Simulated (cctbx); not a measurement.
# Reading a Patterson map

Space group Pmmm (no. 47), a = 4.1300 Å, b = 5.1920 Å, c = 8.8260 Å, α = 90.00°, β = 90.00°, γ = 90.00°, content Nd2 Cu5 Mn5.

Simulated single-crystal data (cctbx): Mo Kα, λ = 0.71073 Å, to d = 0.84 Å, 50 % of the full sphere, strongest reflection 20000 counts, noise from counting, a 3 % proportional error and a noise floor of 2 counts (s.d.); no absorption.

Patterson synthesis, origin scaled to 1000:

```text
Patterson group P m m m
      u       v       w   height  length (A)
  0.000   0.000   0.000   1000.0     0.00
  0.000   0.500   0.500    974.8     5.12
  0.000   0.500   0.162    440.5     2.97
  0.000   0.000   0.337    440.3     2.98
  0.500   0.000   0.500    424.6     4.87
  0.500   0.500   0.000    421.2     3.32
  0.500   0.250   0.250    419.0     3.29
  0.000   0.250   0.251    173.8     2.56
  0.500   0.500   0.344    136.6     4.49
  0.500   0.000   0.157    135.6     2.49
  0.500   0.251   0.090    134.8     2.57
  0.500   0.247   0.409    127.1     4.35
  0.000   0.500   0.000    116.8     2.60
  0.000   0.000   0.500    115.1     4.41
```

Q: Assign the vectors.

A peak at u stands for all pairs with xi − xj = u, with weight Σ ZiZj against Σ Z² = 14530 at the origin. Peak heights follow these weights only roughly, since form factors, motion and series ripples differ, all vectors within 0.55 Å of a peak are counted as merged into it though the farther ones add only part of their weight, and F(000) is left out, which lowers the whole map:

| u | v | w | shortest length (Å) | height | 1000 ΣZiZj/ΣZ² | pairs in the cell |
| --- | --- | --- | --- | --- | --- | --- |
| 0.000 | 0.500 | 0.500 | 5.12 | 975 | 999 | 2 × Nd–Nd, 4 × Cu–Cu, 4 × Mn–Mn, 2 × Cu–Mn |
| 0.000 | 0.500 | 0.162 | 2.96 | 440 | 499 | 4 × Nd–Mn, 2 × Mn–Mn |
| 0.000 | 0.000 | 0.337 | 2.97 | 440 | 499 | 4 × Nd–Mn, 2 × Mn–Mn |
| 0.500 | 0.000 | 0.500 | 4.87 | 425 | 446 | 2 × Nd–Cu, 2 × Nd–Mn |
| 0.500 | 0.500 | 0.000 | 3.32 | 421 | 446 | 2 × Nd–Cu, 2 × Nd–Mn |
| 0.500 | 0.250 | 0.250 | 3.29 | 419 | 479 | 4 × Nd–Cu |
| 0.000 | 0.250 | 0.251 | 2.57 | 174 | 216 | 2 × Cu–Cu, 2 × Cu–Mn |
| 0.500 | 0.500 | 0.344 | 4.50 | 137 | 186 | 2 × Cu–Mn, 2 × Mn–Mn |
| 0.500 | 0.000 | 0.157 | 2.49 | 136 | 186 | 2 × Cu–Mn, 2 × Mn–Mn |
| 0.500 | 0.251 | 0.090 | 2.57 | 135 | 200 | 4 × Cu–Mn |

The table stops at ten peaks or at a height of 45, below which ripples compete. In the model behind the data Nd, the heaviest element, has 2 independent sites: (0, 0, 1/2) and (0, 1/2, 0), up to an allowed shift of origin; the Nd–Nd vectors are differences of these positions and their symmetry mates. The whole model:

| atom | mult. | x | y | z | Ueq (Å²) |
| --- | --- | --- | --- | --- | --- |
| Nd1 | 1 | 0 | 0 | 1/2 | 0.0064 |
| Nd2 | 1 | 0 | 1/2 | 0 | 0.0103 |
| Cu1 | 4 | 1/2 | 0.7475 | 0.7465 | 0.0109 |
| Cu2 | 1 | 1/2 | 0 | 0 | 0.0143 |
| Mn1 | 1 | 1/2 | 1/2 | 1/2 | 0.0104 |
| Mn2 | 2 | 0 | 1/2 | 0.6536 | 0.0086 |
| Mn3 | 2 | 0 | 0 | 0.1656 | 0.0145 |

The model is made up (kin elements in a known structure type, no relaxation), so it says nothing on whether the phase exists.

[Logs are printed without paths, hosts, clocks, repeated set-up lines and the standing remarks that a program may print on its own settings, such as how far it seeks lower states.]
